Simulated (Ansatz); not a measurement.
# Dielectric response of MgS (110) films, part 2 of 5

How well do thin rocksalt MgS (110) films screen a perpendicular field?

Ansatz 0.2.0; plane-wave DFT, PBE, Ansatz PAW (set soft_1); PAW set soft_1 (the session's first sound run).

So far. Step 2 (Relaxation, 10 atoms, units 5): The gap is 1.42 eV, with the valence edge 4.95 eV and the conduction edge 3.53 eV under the upper vacuum level.

## (3) Atoms held, 10 atoms, units 5, field 0.05 V/Å

A sawtooth potential applies the field, turning back in the middle of the vacuum. With the dipole correction the typed value is the field outside the slab. The induced dipole is small, so the SCF threshold is tight.

The input, input.yaml:

```yaml
crystal:
  lattice:
    - [3.67695526, 0.0, 0.0]
    - [0.0, 5.2, 0.0]
    - [0.0, 0.0, 25.3539105243]
  atoms:
    - { symbol: Mg, position: [0.5, 0.5, 0.3628574156] }
    - { symbol: S, position: [0.5, 0.0, 0.3517574179] }
    - { symbol: Mg, position: [0.0, 0.0, 0.4213594138] }
    - { symbol: S, position: [0.0, 0.5, 0.4272119772] }
    - { symbol: Mg, position: [0.5, 0.5, 0.4999999995] }
    - { symbol: S, position: [0.5, 0.0, 0.500000001] }
    - { symbol: Mg, position: [0.0, 0.0, 0.5786405852] }
    - { symbol: S, position: [0.0, 0.5, 0.572788023] }
    - { symbol: Mg, position: [0.5, 0.5, 0.6371425844] }
    - { symbol: S, position: [0.5, 0.0, 0.6482425824] }
kpoints:
  mp_grid: { grid: [8, 6, 1] }
hamiltonian:
  xc: pbe
  pseudopotentials: { kind: paw, azcp: { folder: soft_1 } }
scf:
  occupations: { method: fixed }
  convergence: { dr2_threshold: 1.0e-10 }
efield:
  axis: 3
  dipole_correction: true
  ramp_position: 0.97
  ramp_width: 0.06
  amplitude: 0.05
output:
  write_potential: true
  write_density: true
  volumetric_format: npy
```

The run is started by

```console
$ ansatz run input.yaml --threads 4 --pin off --max-ram 8192MiB --backend cpu --events-out ev --progress --plain --runs-dir out
```

Numbers of over 12 decimals in the logs are rounded to 6 here.

What it wrote:

```text
[...]
Crystal: 10 atoms, lattice volume = 484.771 Å³
Basis set: ecut = 420 eV, 9453 PW (Γ)
Bands: 50, of which v1, the nominal top of the filled ones, is band 40 counted from 1 (39 counted from 0)
Symmetry: 4 space group operations
k-points: 20 of 48
[...]
SCF iter   1: F=—  HF=-14144.753899 eV  |F-HF|=—  |Δ(HF+E_count)|=         —  Δρ=2.91e-2  dr2=9.81e0  ethr=3.10e-3  p=0.051 e·Å  D=1.91e-2 V/Å  ΔV_dip=-0.49 eV  dr2_dipole=2.90e-4  V_vac-E_F(+/−)=8.08/7.41 eV  ⟨swp⟩=6.5  Hψ=4091  notcnv=0  defer=147
[...]
SCF iter  12: F=-14141.513729 eV  HF=-14141.513729 eV  |F-HF|=1.46e-10  |Δ(HF+E_count)|=   1.88e-9  Δρ=1.44e-7  dr2=7.46e-11  ethr=1.00e-12  p=0.045 e·Å  D=1.68e-2 V/Å  ΔV_dip=-0.43 eV  dr2_dipole=2.40e-13  V_vac-E_F(+/−)=5.27/4.54 eV  ⟨swp⟩=22.2  Hψ=6963  notcnv=0
SCF 1 converged in 12 iterations: F = -14141.513729 eV  dr2 = 7.46e-11
[...]
WARN: The output density's exchange-correlation potential varies sharply where the density is thin. Do not read a vacuum level from v_tot or v_xc, or from such a field of the output density. On a cell that repeats whose density bears no net charge and no dipole along the vacuum's axis use v_es (v_loc + v_h of the components); under efield.dipole_correction with no amplitude use v_es + v_field, which holds any externa [...]
SCF converged after 12 iterations
[...]
Free energy (F): -14141.513729 eV
[...]
Internal energy: -14141.513729 eV  (E = F + TS)
E sigma→0 (E₀):  -14141.513729 eV
Fermi energy:    -0.571835 eV
Dipole field:    D = 0.016834 V/Å  (p = 0.045098 e·Å, saw-weighted, corrected)
Work function:   not extracted (applied field tilts the vacuum); planar V_es + V_field profile in the machine report
[...]
--- Band table (eV; the first three rows and the last of 20) ---
  k-point 0: bands = [... 36 lower, -1.4614, -1.0673, -0.6360, -0.5718, 0.8200, 1.4648, 2.4532, 3.4615, ... 6 higher]
  k-point 1: bands = [... 36 lower, -1.4393, -1.1167, -0.6729, -0.6069, 1.2832, 1.6482, 2.6793, 3.5210, ... 6 higher]
  k-point 2: bands = [... 36 lower, -1.4857, -1.2615, -0.7294, -0.6633, 1.8723, 2.1253, 3.2234, 3.4726, ... 6 higher]
  k-point 19: bands = [... 36 lower, -1.9927, -1.9512, -1.7489, -1.1772, 2.5452, 3.2793, 3.9923, 4.0784, ... 6 higher]
```

Wall time 11 s (4 threads of Intel Xeon Platinum 8488C (Sapphire Rapids), shared host); peak memory 1.1 GiB; 41 s of CPU time.

This step gave:

| Item | Value |
| --- | --- |
| gap on the k-mesh | 1.392 eV |
| dipole along the normal | 0.04510 e·Å |

The dipole is 0.0451 e·Å, and the gap on the mesh 1.392 eV.

## (4) Single point, 10 atoms, units 5, field -0.05 V/Å

Edit input.yaml of step 3 so:

```diff
@@ -29,3 +29,3 @@
   ramp_width: 0.06
-  amplitude: 0.05
+  amplitude: -0.05
 output:
```

What it wrote:

```text
[...]
Crystal: 10 atoms, lattice volume = 484.771 Å³
Basis set: ecut = 420 eV, 9453 PW (Γ)
Bands: 50, of which v1, the nominal top of the filled ones, is band 40 counted from 1 (39 counted from 0)
Symmetry: 4 space group operations
k-points: 20 of 48
[...]
k-point 0: bands = [... 36 lower, -1.4614, -1.0673, -0.6360, -0.5718, 0.8200, 1.4648, 2.4532, 3.4615, ... 6 higher]
  k-point 1: bands = [... 36 lower, -1.4393, -1.1167, -0.6729, -0.6069, 1.2832, 1.6482, 2.6793, 3.5210, ... 6 higher]
  k-point 2: bands = [... 36 lower, -1.4857, -1.2615, -0.7294, -0.6633, 1.8723, 2.1253, 3.2234, 3.4726, ... 6 higher]
  k-point 19: bands = [... 36 lower, -1.9927, -1.9512, -1.7489, -1.1772, 2.5452, 3.2793, 3.9923, 4.0784, ... 6 higher]
[key lines of the parts left out:]
SCF converged after 12 iterations
Free energy (F): -14141.513729 eV
Fermi energy:    -0.571835 eV
Dipole field:    D = -0.016834 V/Å  (p = -0.045098 e·Å, saw-weighted, corrected)
```

Wall time 11 s (4 threads); peak memory 1.1 GiB; 42 s of CPU time.

The dipole is -0.0451 e·Å, and the gap on the mesh 1.392 eV.

## (5) Response with the atoms held, 10 atoms, units 5

This step: plane-wave DFT, PBE, Ansatz PAW (set soft_1); response to a field along the normal, atoms held; PAW set soft_1 (Ansatz 0.2.0).

The two fields give this film's response with the atoms held: the electronic part.

This step gave:

* equivalent conductor thickness p/(ε₀AE): 8.536 Å
* distance between the outer atoms: 7.517 Å
* thickness: 9.192 Å

Local field over the applied field, running mean. From the potentials at -0.05 and 0.05 V/Å; running mean over 1.838 Å, taken twice. Table of local field over applied field by z:

| z (Å) | local field over applied field |
| --- | --- |
| 4.0 | 0.999 |
| 4.5 | 0.997 |
| 5.0 | 0.992 |
| 5.5 | 0.979 |
| 6.0 | 0.948 |
| 6.5 | 0.884 |
| 7.0 | 0.776 |
| 7.5 | 0.628 |
| 8.0 | 0.459 |
| 8.5 | 0.307 |
| 9.0 | 0.201 |
| 9.5 | 0.152 |
| 10.0 | 0.148 |
| 10.5 | 0.163 |
| 11.0 | 0.177 |
| 11.5 | 0.182 |
| 12.0 | 0.178 |
| 12.5 | 0.174 |
| 13.0 | 0.175 |
| 13.5 | 0.179 |
| 14.0 | 0.181 |
| 14.5 | 0.174 |
| 15.0 | 0.158 |
| 15.5 | 0.146 |
| 16.0 | 0.161 |
| 16.5 | 0.226 |
| 17.0 | 0.348 |
| 17.5 | 0.508 |
| 18.0 | 0.674 |
| 18.5 | 0.812 |
| 19.0 | 0.907 |
| 19.5 | 0.959 |
| 20.0 | 0.984 |
| 20.5 | 0.994 |
| 21.0 | 0.998 |

Electrons, planar mean, per unit field. Table of induced electron density by z:

| z (Å) | induced electron density (e/Å³ per V/Å) |
| --- | --- |
| 4.0 | 3.6e-6 |
| 4.5 | 1.1e-5 |
| 5.0 | 3.2e-5 |
| 5.5 | 9.1e-5 |
| 6.0 | 2.4e-4 |
| 6.5 | 6.0e-4 |
| 7.0 | 0.00135 |
| 7.5 | 0.00252 |
| 8.0 | 0.00299 |
| 8.5 | 0.00139 |
| 9.0 | 8.3e-4 |
| 9.5 | 8.5e-5 |
| 10.0 | -9.2e-4 |
| 10.5 | -5.4e-4 |
| 11.0 | 1.3e-4 |
| 11.5 | 5.3e-4 |
| 12.0 | -1.5e-4 |
| 12.5 | -1.9e-4 |
| 13.0 | 3.4e-4 |
| 13.5 | -8.8e-5 |
| 14.0 | -5.6e-4 |
| 14.5 | 1.3e-4 |
| 15.0 | 7.8e-4 |
| 15.5 | 7.4e-4 |
| 16.0 | -4.4e-4 |
| 16.5 | -8.2e-4 |
| 17.0 | -0.00193 |
| 17.5 | -0.00306 |
| 18.0 | -0.00217 |
| 18.5 | -0.00108 |
| 19.0 | -4.6e-4 |
| 19.5 | -1.8e-4 |
| 20.0 | -6.7e-5 |
| 20.5 | -2.4e-5 |
| 21.0 | -7.9e-6 |

By hand: between -0.05 and 0.05 V/Å the dipole changes by 0.09020 e·Å, a slope of 0.9020 e·Å²/V. A perfect conductor of thickness t has p = ε₀AEt, so t = 180.95 × 0.9020 / 19.120 = 8.54 Å (e/ε₀ = 180.95 V·Å, A in Å²).

The induced dipole is that of a conductor 8.54 Å thick.

## (6) Relaxing in the field, 10 atoms, field 0.05 V/Å

This step: plane-wave DFT, PBE, Ansatz PAW (set soft_1); PAW set soft_1 (Ansatz 0.2.0).

Now the atoms may follow the field. A weak field makes forces of meV/Å to tens of meV/Å, so the force tolerance is set well below the usual one.

Edit input.yaml of step 4 so:

```diff
@@ -29,3 +29,6 @@
   ramp_width: 0.06
-  amplitude: -0.05
+  amplitude: 0.05
+relax:
+  f_tol: 0.0006
+  max_steps: 70
 output:
```

What it wrote:

```text
[...]
Crystal: 10 atoms, lattice volume = 484.771 Å³
Basis set: ecut = 420 eV, 9453 PW (Γ), exchange–correlation on 50×72×360 points (8 copies of the dense FFT grid, shifted against one another)
Bands: 50, of which v1, the nominal top of the filled ones, is band 40 counted from 1 (39 counted from 0)
Symmetry: 4 space group operations
k-points: 20 of 48
[...]
SCF iter   1: F=—  HF=-14144.753982 eV  |F-HF|=—  |Δ(HF+E_count)|=         —  Δρ=2.91e-2  dr2=9.81e0  ethr=3.10e-3  p=0.051 e·Å  D=1.91e-2 V/Å  ΔV_dip=-0.49 eV  dr2_dipole=2.90e-4  V_vac-E_F(+/−)=8.08/7.41 eV  ⟨swp⟩=6.4  Hψ=4089  notcnv=0  defer=146
[...]
SCF iter  12: F=-14141.513845 eV  HF=-14141.513845 eV  |F-HF|=9.04e-10  |Δ(HF+E_count)|=   2.46e-9  Δρ=1.44e-7  dr2=7.36e-11  ethr=1.00e-12  p=0.045 e·Å  D=1.68e-2 V/Å  ΔV_dip=-0.43 eV  dr2_dipole=1.43e-13  V_vac-E_F(+/−)=5.27/4.54 eV  ⟨swp⟩=7.2  Hψ=5973  notcnv=0
SCF 1 converged in 12 iterations: F = -14141.513845 eV  dr2 = 7.36e-11
[...]
relax step   1: F+E_penalty+E_count = -14141.51384532 eV  Δ(F+E_penalty+E_count) = +0.000e0 eV  max|allowed force component| = 2.285e-2 eV/Å  Δτ_max = 0.0000 Å  (12 SCF iters, accepted)
[...]
SCF iter   9: F=-14141.513996 eV  HF=-14141.513996 eV  |F-HF|=4.91e-11  |Δ(HF+E_count)|=  2.62e-10  Δρ=6.39e-8  dr2=1.39e-11  ethr=1.00e-12  p=0.052 e·Å  D=1.94e-2 V/Å  ΔV_dip=-0.49 eV  dr2_dipole=6.96e-16  V_vac-E_F(+/−)=5.26/4.59 eV  ⟨swp⟩=7.8  Hψ=4963  notcnv=0
SCF 2 converged in 9 iterations: F = -14141.513996 eV  dr2 = 1.39e-11
relax step   2: F+E_penalty+E_count = -14141.51399616 eV  Δ(F+E_penalty+E_count) = -1.508e-4 eV  max|allowed force component| = 6.416e-3 eV/Å  Δτ_max = 0.0050 Å  (9 SCF iters, accepted)
SCF iter   1: F=—  HF=-14141.514105 eV  |F-HF|=—  |Δ(HF+E_count)|=         —  Δρ=3.46e-5  dr2=1.42e-5  ethr=3.89e-7  p=0.052 e·Å  D=1.94e-2 V/Å  ΔV_dip=-0.49 eV  dr2_dipole=2.01e-7  V_vac-E_F(+/−)=5.26/4.59 eV  ⟨swp⟩=3.5  Hψ=1860  notcnv=0  defer=160
[...]
SCF iter   7: F=-14141.514010 eV  HF=-14141.514010 eV  |F-HF|=1.31e-10  |Δ(HF+E_count)|=  6.78e-10  Δρ=7.20e-8  dr2=2.27e-11  ethr=1.00e-12  p=0.051 e·Å  D=1.92e-2 V/Å  ΔV_dip=-0.49 eV  dr2_dipole=9.30e-13  V_vac-E_F(+/−)=5.26/4.59 eV  ⟨swp⟩=8.1  Hψ=5319  notcnv=0
SCF 3 converged in 7 iterations: F = -14141.514010 eV  dr2 = 2.27e-11
relax step   3: F+E_penalty+E_count = -14141.51401014 eV  Δ(F+E_penalty+E_count) = -1.397e-5 eV  max|allowed force component| = 1.564e-3 eV/Å  Δτ_max = 0.0014 Å  (7 SCF iters, accepted)
SCF iter   1: F=—  HF=-14141.514011 eV  |F-HF|=—  |Δ(HF+E_count)|=         —  Δρ=5.66e-6  dr2=7.04e-7  ethr=3.98e-9  p=0.051 e·Å  D=1.92e-2 V/Å  ΔV_dip=-0.49 eV  dr2_dipole=8.34e-8  V_vac-E_F(+/−)=5.26/4.59 eV  ⟨swp⟩=2.9  Hψ=1870  notcnv=0  defer=121
[...]
SCF iter   5: F=-14141.514011 eV  HF=-14141.514011 eV  |F-HF|=1.49e-10  |Δ(HF+E_count)|=  7.37e-10  Δρ=1.30e-7  dr2=7.85e-11  ethr=1.00e-12  p=0.051 e·Å  D=1.92e-2 V/Å  ΔV_dip=-0.49 eV  dr2_dipole=2.14e-13  V_vac-E_F(+/−)=5.26/4.59 eV  ⟨swp⟩=6.5  Hψ=5627  notcnv=0
SCF 4 converged in 5 iterations: F = -14141.514011 eV  dr2 = 7.85e-11
relax step   4: F+E_penalty+E_count = -14141.51401053 eV  Δ(F+E_penalty+E_count) = -3.885e-7 eV  max|allowed force component| = 2.047e-4 eV/Å  Δτ_max = 0.0002 Å  (5 SCF iters, accepted)
NSCF: frozen V_eff on 20 k-points
the search or the solves at the SCF's close seem to have found levels that the self-consistency loop had missed (the run counts 2). By its estimate they hold under 1e-12 electrons; where the run keeps them, the occupations were computed again with them
SCF converged after 5 iterations
[...]
Free energy (F): -14141.514011 eV
[...]
Internal energy: -14141.514011 eV  (E = F + TS)
E sigma→0 (E₀):  -14141.514011 eV
Fermi energy:    -0.594556 eV
Dipole field:    D = 0.019191 V/Å  (p = 0.051413 e·Å, saw-weighted, corrected)
Work function:   not extracted (applied field tilts the vacuum); planar V_es + V_field profile in the machine report
[...]
--- Forces (eV/Å), atoms counted from 1 ---
  atom   1  Mg     0.00000000     0.00000000     0.00019766
  atom   2  S      0.00000000     0.00000000    -0.00002862
  atom   3  Mg     0.00000000     0.00000000     0.00001085
  atom   4  S      0.00000000     0.00000000    -0.00012109
  atom   5  Mg     0.00000000     0.00000000    -0.00006047
  atom   6  S      0.00000000     0.00000000    -0.00000045
  atom   7  Mg     0.00000000     0.00000000    -0.00001259
  atom   8  S      0.00000000     0.00000000    -0.00014342
  atom   9  Mg     0.00000000     0.00000000     0.00020523
  atom  10  S      0.00000000     0.00000000    -0.00004185
  max |Σ_I F_I| component: 5.24e-6 eV/Å
--- Band table (eV; the first three rows and the last of 20) ---
  k-point 0: bands = [... 36 lower, -1.4611, -1.0688, -0.6142, -0.5946, 0.8226, 1.4641, 2.4536, 3.4639, ... 6 higher]
  k-point 1: bands = [... 36 lower, -1.4393, -1.1185, -0.6512, -0.6294, 1.2872, 1.6456, 2.6793, 3.5229, ... 6 higher]
  k-point 2: bands = [... 36 lower, -1.4870, -1.2635, -0.7077, -0.6857, 1.8794, 2.1186, 3.2233, 3.4717, ... 6 higher]
  k-point 19: bands = [... 36 lower, -1.9931, -1.9502, -1.7499, -1.1772, 2.5474, 3.2787, 3.9933, 4.0847, ... 6 higher]
--- Relaxed structure (4 steps of the walk, 4 accepted, 0 SCFs on fresh bases) ---
  F+E_penalty+E_count = -14141.51401053 eV   max|allowed force component| = 2.047e-4 eV/Å
  atoms:
    - { symbol: Mg, position: [0.5, 0.5, 0.363001] }
    - { symbol: S, position: [0.5, 0.0, 0.351694] }
    - { symbol: Mg, position: [0.0, 0.0, 0.421397] }
    - { symbol: S, position: [0.0, 0.5, 0.427258] }
    - { symbol: Mg, position: [0.5, 0.5, 0.500102] }
    - { symbol: S, position: [0.5, 0.0, 0.499884] }
    - { symbol: Mg, position: [0.0, 0.0, 0.578609] }
    - { symbol: S, position: [0.0, 0.5, 0.572765] }
    - { symbol: Mg, position: [0.5, 0.5, 0.637204] }
    - { symbol: S, position: [0.5, 0.0, 0.648085] }
```

The job ended after 24 s (4 threads; peak memory 1 GiB).

Hardly anything moved in the relaxation; the energy changed by under 0.2 meV an atom.

This step gave:

| Property | Result |
| --- | --- |
| gap on the k-mesh | 1.417 eV |
| dipole along the normal | 0.05141 e·Å |

The relaxation took 4 steps and lowered the energy by 1.7e-4 eV; the largest force on the free atoms ends at 2.0e-4 eV/Å.

The dipole is 0.0514 e·Å, and the gap on the mesh 1.417 eV.

## (7) Relaxing in the field, 10 atoms, field -0.05 V/Å

The opposite sign, again from the field-free geometry; the difference of the two cancels what relaxes without a field.

Edit input.yaml of step 6 so:

```diff
@@ -29,3 +29,3 @@
   ramp_width: 0.06
-  amplitude: 0.05
+  amplitude: -0.05
 relax:
```

What it wrote:

```text
[...]
Crystal: 10 atoms, lattice volume = 484.771 Å³
Basis set: ecut = 420 eV, 9453 PW (Γ), exchange–correlation on 50×72×360 points (8 copies of the dense FFT grid, shifted against one another)
Bands: 50, of which v1, the nominal top of the filled ones, is band 40 counted from 1 (39 counted from 0)
Symmetry: 4 space group operations
k-points: 20 of 48
[...]
- { symbol: S, position: [0.5, 0.0, 0.351915] }
    - { symbol: Mg, position: [0.0, 0.0, 0.421391] }
    - { symbol: S, position: [0.0, 0.5, 0.427235] }
    - { symbol: Mg, position: [0.5, 0.5, 0.499898] }
    - { symbol: S, position: [0.5, 0.0, 0.500116] }
    - { symbol: Mg, position: [0.0, 0.0, 0.578603] }
    - { symbol: S, position: [0.0, 0.5, 0.572742] }
    - { symbol: Mg, position: [0.5, 0.5, 0.636999] }
    - { symbol: S, position: [0.5, 0.0, 0.648306] }
[key lines of the parts left out:]
SCF converged after 5 iterations
Free energy (F): -14141.514011 eV
Fermi energy:    -0.594556 eV
Dipole field:    D = -0.019191 V/Å  (p = -0.051413 e·Å, saw-weighted, corrected)
```

Wall time 33 s (4 threads); peak memory 1 GiB.

Hardly anything moved in the relaxation; the energy changed by under 0.2 meV an atom.

The relaxation took 4 steps and lowered the energy by 1.7e-4 eV; the largest force on the free atoms ends at 2.0e-4 eV/Å.

The dipole is -0.0514 e·Å, and the gap on the mesh 1.417 eV.

## (8) Response with the atoms relaxed, 10 atoms, units 5

This step: plane-wave DFT, PBE, Ansatz PAW (set soft_1); response to a field along the normal, atoms relaxed; PAW set soft_1 (Ansatz 0.2.0).

The two relaxed runs give the static response.

This step gave:

```
equivalent conductor thickness p/(ε₀AE) : 9.731 Å
distance between the outer atoms        : 7.515 Å
```

Local field over the applied field, running mean. From the potentials at -0.05 and 0.05 V/Å; running mean over 1.838 Å, taken twice. Local field over applied field against z:

| z (Å) | local field over applied field |
| --- | --- |
| 4.0 | 0.999 |
| 4.5 | 0.997 |
| 5.0 | 0.992 |
| 5.5 | 0.978 |
| 6.0 | 0.939 |
| 6.5 | 0.836 |
| 7.0 | 0.724 |
| 7.5 | 0.592 |
| 8.0 | 0.402 |
| 8.5 | 0.280 |
| 9.0 | 0.0774 |
| 9.5 | -0.0224 |
| 10.0 | -0.00195 |
| 10.5 | 0.0172 |
| 11.0 | 0.0996 |
| 11.5 | 0.0921 |
| 12.0 | 0.0849 |
| 12.5 | 0.0435 |
| 13.0 | 0.0626 |
| 13.5 | 0.0837 |
| 14.0 | 0.0959 |
| 14.5 | 0.0871 |
| 15.0 | -0.00240 |
| 15.5 | -0.00756 |
| 16.0 | -0.0104 |
| 16.5 | 0.139 |
| 17.0 | 0.313 |
| 17.5 | 0.457 |
| 18.0 | 0.640 |
| 18.5 | 0.751 |
| 19.0 | 0.875 |
| 19.5 | 0.954 |
| 20.0 | 0.984 |
| 20.5 | 0.994 |
| 21.0 | 0.998 |

The induced dipole is that of a conductor 9.73 Å thick.

## (9) Relaxing the slab, 16 atoms, units 8

This step: plane-wave DFT, PBE, Ansatz PAW (set soft_1); PAW set soft_1 (Ansatz 0.2.0).

System of this step: MgS (110), 8 units. The cell holds 16 atoms: 8 Mg and 8 S. Its edges and angles: a = 3.677 Å, b = 5.200 Å, c = 30.869 Å, α = 90.0°, β = 90.0°, γ = 90.0°. It derives from MgS (rocksalt MgS). Vacuum lies along c.

The next thickness, treated alike, so that differences show the interior and the faces cancel.

The input, input.yaml:

```yaml
crystal:
  lattice:
    - [3.67695526, 0.0, 0.0]
    - [0.0, 5.2, 0.0]
    - [0.0, 0.0, 30.8693434176]
  atoms:
    - { symbol: Mg, position: [0.5, 0.5, 0.2915513906] }
    - { symbol: S, position: [0.5, 0.0, 0.2915513906] }
    - { symbol: Mg, position: [0.0, 0.0, 0.3511081361] }
    - { symbol: S, position: [0.0, 0.5, 0.3511081361] }
    - { symbol: Mg, position: [0.5, 0.5, 0.4106648817] }
    - { symbol: S, position: [0.5, 0.0, 0.4106648817] }
    - { symbol: Mg, position: [0.0, 0.0, 0.4702216272] }
    - { symbol: S, position: [0.0, 0.5, 0.4702216272] }
    - { symbol: Mg, position: [0.5, 0.5, 0.5297783728] }
    - { symbol: S, position: [0.5, 0.0, 0.5297783728] }
    - { symbol: Mg, position: [0.0, 0.0, 0.5893351183] }
    - { symbol: S, position: [0.0, 0.5, 0.5893351183] }
    - { symbol: Mg, position: [0.5, 0.5, 0.6488918639] }
    - { symbol: S, position: [0.5, 0.0, 0.6488918639] }
    - { symbol: Mg, position: [0.0, 0.0, 0.7084486094] }
    - { symbol: S, position: [0.0, 0.5, 0.7084486094] }
kpoints:
  mp_grid: { grid: [8, 6, 1] }
hamiltonian:
  xc: pbe
  pseudopotentials: { kind: paw, azcp: { folder: soft_1 } }
scf:
  occupations: { method: fixed }
  convergence: { dr2_threshold: 1.0e-09 }
efield:
  axis: 3
  dipole_correction: true
  ramp_position: 0.97
  ramp_width: 0.06
relax:
  f_tol: 0.003
  max_steps: 100
output:
  eigenvalues: true
  write_potential: true
  write_density: true
  volumetric_format: npy
  elf: true
```

What it wrote:

```text
[...]
Crystal: 16 atoms, lattice volume = 590.227 Å³
Basis set: ecut = 420 eV, 11563 PW (Γ), exchange–correlation on 50×72×432 points (8 copies of the dense FFT grid, shifted against one another)
Bands: 80, of which v1, the nominal top of the filled ones, is band 64 counted from 1 (63 counted from 0)
Symmetry: 4 space group operations
k-points: 20 of 48
[...]
- { symbol: Mg, position: [0.5, 0.5, 0.532364] }
    - { symbol: S, position: [0.5, 0.0, 0.529265] }
    - { symbol: Mg, position: [0.0, 0.0, 0.587028] }
    - { symbol: S, position: [0.0, 0.5, 0.591075] }
    - { symbol: Mg, position: [0.5, 0.5, 0.656660] }
    - { symbol: S, position: [0.5, 0.0, 0.649376] }
    - { symbol: Mg, position: [0.0, 0.0, 0.701905] }
    - { symbol: S, position: [0.0, 0.5, 0.712688] }
[key lines of the parts left out:]
SCF converged after 9 iterations
Free energy (F): -22627.835304 eV
Fermi energy:    0.649875 eV
Dipole field:    D = 0.000000 V/Å  (p = 0.000000 e·Å, saw-weighted, corrected)
Work function:   Φ+ = 5.0768 eV   Φ− = 5.0768 eV
```

Run time: 2 min. Hardware: 4 threads; peak memory 1.6 GiB.

Relaxation path:

| step | energy less that of the first step (eV) | largest force component (eV/Å) |
| --- | --- | --- |
| 1 | 0.0000 | 1.0272 |
| 2 | -0.3269 | 0.4123 |
| 3 | -0.3882 | 0.1276 |
| 4 | -0.3952 | 0.0384 |
| 5 | -0.3957 | 0.0057 |
| 6 | -0.3957 | 0.0012 |

Forces are held to the 4 operations that the run works with; a distortion that breaks them can't arise in this run.

The atoms that moved most (Å):

| atom | dx | dy | dz | length |
| --- | --- | --- | --- | --- |
| Mg13 | 0.000 | 0.000 | 0.240 | 0.240 |
| Mg3 | 0.000 | 0.000 | -0.240 | 0.240 |
| Mg1 | 0.000 | 0.000 | 0.202 | 0.202 |
| Mg15 | 0.000 | 0.000 | -0.202 | 0.202 |
| S2 | 0.000 | 0.000 | -0.131 | 0.131 |
| S16 | 0.000 | 0.000 | 0.131 | 0.131 |
| Mg9 | 0.000 | 0.000 | 0.080 | 0.080 |
| Mg7 | 0.000 | 0.000 | -0.080 | 0.080 |

The relaxation took 6 steps and lowered the energy by 0.40 eV; the largest force on the free atoms ends at 0.0012 eV/Å.

The gap is 1.77 eV, with the valence edge 5.08 eV and the conduction edge 3.30 eV under the upper vacuum level.

(Part 2 of 5 ends here.)

[Logs are printed without paths, hosts, clocks, repeated set-up lines and the standing remarks that a program may print on its own settings, such as how far it seeks lower states.]

[Hosts, paths, dates, database ids (printed as entryN), source tags and the programs' standing remarks are cut or masked in the printed files.]

[Maps of the electrostatic potential energy from Ansatz leave out the sawtooth potential of an applied field or a dipole correction, so their vacuum need not be flat; planar profiles and work functions include it.]
